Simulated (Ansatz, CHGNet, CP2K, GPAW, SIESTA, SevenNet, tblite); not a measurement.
# Which run comes nearest? Janus WSSe zigzag nanoribbon, bare edges (72 atoms)

The cell holds 72 atoms: 24 W, 24 S and 24 Se. Cell: a = 25.760 Å, b = 19.436 Å, c = 15.230 Å, α = 90.0°, β = 90.0°, γ = 90.0°. It derives from WSeS (Janus WSSe). Janus WSSe (a = 3.22 Å), rectangular cell with x along the zigzag direction; strip nominally 8 Å wide, 8 periods, 12 Å of vacuum; not relaxed, displaced by a Gaussian of 0.02 Å. Then every atom was moved at random, 0.03 Å r.m.s. a Cartesian component. Vacuum lies along b and c. The structure repeats along a.

Geometry: as built.

The reference, a calculation:

- method: Kohn-Sham DFT, PBE, PAW, plane waves (Ansatz 0.2.0); cutoff 420 eV, Γ point, fermi-dirac smearing of 0.05 eV; PAW set soft_2
- r.m.s. force component: 0.9704 eV/Å
- longest force: 3.435 eV/Å
- SCF cycles: 16
- time: 99 s on 16 threads of Arm Neoverse N1, shared host
- CPU time: 25 min

Runs, in no order:
A. SIESTA PBE, TZP, shift 0.01 Ry, mesh 300 Ry: Kohn-Sham DFT, PBE, PseudoDojo 0.4.1 norm-conserving pseudopotentials (converted to PSML), numerical atomic orbitals (TZP), diagonalisation
B. SIESTA PBE, DZP, shift 0.04 Ry, mesh 300 Ry: Kohn-Sham DFT, PBE, PseudoDojo 0.4.1 norm-conserving pseudopotentials (converted to PSML), numerical atomic orbitals (DZP), diagonalisation
C. GPAW LDA, LCAO dzp, h 0.2 Å: Kohn-Sham DFT, LDA, PAW, atomic orbitals (dzp)
D. CP2K PBE, DZVP-UZH, 600/60 Ry, diagonalisation: Kohn-Sham DFT, PBE, GTH-PBE pseudopotentials, Gaussian and plane waves, DZVP-MOLOPT (UZH set), diagonalisation

**Question.** Rank the runs by how far their forces lie from the reference's, least first.

D, C, A, B.

```
                                              run  Δ force, r.m.s. (meV/Å)  share of r.m.s. force (%)  CPU time
D. CP2K PBE, DZVP-UZH, 600/60 Ry, diagonalisation                     46.9                       4.84    59 min
                   C. GPAW LDA, LCAO dzp, h 0.2 Å                      212                       21.9    11 min
   A. SIESTA PBE, TZP, shift 0.01 Ry, mesh 300 Ry                      368                       38.0    23 min
   B. SIESTA PBE, DZP, shift 0.04 Ry, mesh 300 Ry                      549                       56.6    12 min
```

The runs have no spin polarisation, so moments on W can't form, and no Hubbard term. The electronic-structure runs sample only Γ, in a cell whose periodic width is 26 Å.

[Logs are printed without paths, hosts, clocks, repeated set-up lines and the standing remarks that a program may print on its own settings, such as how far it seeks lower states.]

[Hosts, paths, dates, database ids (printed as entryN), source tags and the programs' standing remarks are cut or masked in the printed files.]
